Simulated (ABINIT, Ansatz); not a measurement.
Records of electronic-structure calculations.

### TiO2 (Rutile): G0W0 with ABINIT, start to end

It takes space group P4_2/mnm (No. 136, tetragonal). Conventional cell: a = 4.592 Å, b = 4.592 Å, c = 2.957 Å, α = 90.00°, β = 90.00°, γ = 90.00°. Nearest to Ti lie 6 O at 1.95 to 1.98 Å. Nearest to O lie 3 Ti at 1.95 to 1.98 Å. Farther neighbours, and contacts between anions beyond the nearest, are not listed.

```yaml
method: RPA screening on PBE, plane waves, norm-conserving pseudopotentials (and 2 further levels or steps)
program: ABINIT 10.8.3
settings: cutoff 38 Ha, PseudoDojo scalar-relativistic 0.4.1 standard, norm-conserving, ngkpt (4, 4, 4), nband 310, ecuteps 8 Ha, inclvkb 2, shiftk (0, 0, 0), symchi 1, awtr 1, frequency ppm, 4×4×4 k-mesh
cost: 5 runs, 22 min in all on 16 MPI ranks of Arm Neoverse N1, shared host
notes: The program’s warnings: nkpt*nsppol () is not a multiple of nproc spkpt (). The cell and positions come from the Crystallography Open Database and are kept as given unless a step says otherwise. The 4×4×4 mesh is coarse for this cell, which bears on the long-range parts of exchange and screening.
pbe_gap: 1.92 eV, direct
g0w0_gap_on_the_mesh: 3.33 eV
gw_settings: 4×4×4 mesh, 310 bands, screening to 217.7 eV, Godby-Needs plasmon pole
known_limits: short of the basis limit; coarse k mesh
```

G0W0 moves the gap on the mesh from 1.92 eV to 3.33 eV (+1.41 eV), with Z of 0.76 and 0.78 at the edges. Local fields lower the RPA ε∞ on this mesh from 8.98 to 8.53; a Γ-centred mesh this coarse tends to raise both, most where the direct gap is narrow, while a short band sum lowers them.

[Long decimals in the printed logs are rounded to 6 places.]

[Logs are printed without paths, hosts, clocks, repeated set-up lines and the standing remarks that a program may print on its own settings, such as how far it seeks lower states.]

[Paths, hosts, dates, memory and timing lines, banners, echoed tables and standing remarks are left out of the program output; an Ansatz launch command may be rebuilt from the run's recorded settings. Measured values are a selection of at most five: reports struck by readers or far from the other reports are left out. None is set beside runs whose start may be inverted or whose files or cutoffs have a known fault.]

[Runs of the session that timed out or met a known fault of the program may be left out.]

[Hosts, paths, dates, database ids (printed as entryN), source tags and the programs' standing remarks are cut or masked in the printed files.]

[G0W0 gaps are taken among the corrected bands and points alone; a level outside them can change the order at an edge.]

[Where Ansatz stands beside ABINIT at settings called matched, ABINIT's density can come from a denser mesh and the files from another edition; pairs whose starting gaps differed by over 0.03 eV were left out, so agreement reads better than it is.]
